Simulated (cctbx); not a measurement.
# TiBe3B: precision against data quality

Space group I4/mcm (no. 140), a = 4.8080 Å, b = 4.8080 Å, c = 7.5320 Å, α = 90.00°, β = 90.00°, γ = 90.00°.

| atom | mult. | x | y | z | Ueq (Å²) |
| --- | --- | --- | --- | --- | --- |
| Ti1 | 4 | 1/2 | 0 | 1/4 | 0.0063 |
| B1 | 4 | 1/2 | 1/2 | 0 | 0.0168 |
| Be1 | 4 | 1/2 | 1/2 | 1/4 | 0.0108 |
| Be2 | 8 | 0.6768 | 0.8232 | 0 | 0.0077 |

The model is made up (kin elements in a known structure type, no relaxation), so it says nothing on whether the phase exists.

Five simulated data sets (cctbx; Ag Kα, λ = 0.56087 Å; 4 % proportional error) differ in resolution or exposure (noise floor 15 counts in the first three, 8 in the last two). Each is refined with the right model, isotropic at 1.1 Å and anisotropic otherwise. How do the figures of merit and the uncertainties move?

| d min (Å) | top counts | ⟨I/σ⟩ (unmerged, absences included) | unique | param. (scale apart) | Rint | R1 | GooF | largest s.u. xyz (fractional) | s.u. U of Be1 (Å²) | largest error (Å) |
| --- | --- | --- | --- | --- | --- | --- | --- | --- | --- | --- |
| 1.1 | 40000 | 7.9 | 26 | 5 | 0.030 | 0.0081 | 1.05 | 0.00052 | 0.0014 | 0.0013 |
| 0.84 | 40000 | 7.2 | 51 | 10 | 0.031 | 0.0057 | 1.01 | 0.00025 | 0.0009 | 0.0001 |
| 0.6 | 40000 | 6.6 | 128 | 10 | 0.033 | 0.0083 | 0.92 | 0.00013 | 0.0003 | 0.0005 |
| 0.75 | 300 | 1.2 | 71 | 10 | 0.205 | 0.0347 | 1.00 | 0.00175 | 0.0042 | 0.0167 |
| 0.75 | 3000 | 4.1 | 71 | 10 | 0.052 | 0.0109 | 1.00 | 0.00050 | 0.0010 | 0.0041 |

The number of reflections grows roughly as 1/d³: 26, 51 and 128 here. R1 follows the noise rather than the truth: at 300 counts it is 0.0347, at 3000 counts 0.0109, while GooF is 1.00 and 1.00: the weights 1/σ² carry the noise. The s.u. of U (U11 where anisotropic) for Be1 goes 0.0014, 0.0009, 0.0003 Å² with resolution and 0.0042, 0.0010 Å² with exposure.

Hardware for the 0.6 Å refinement: 0.43 s on 1 thread of Arm Neoverse V2 (shared host), peak memory 0.09 GiB.
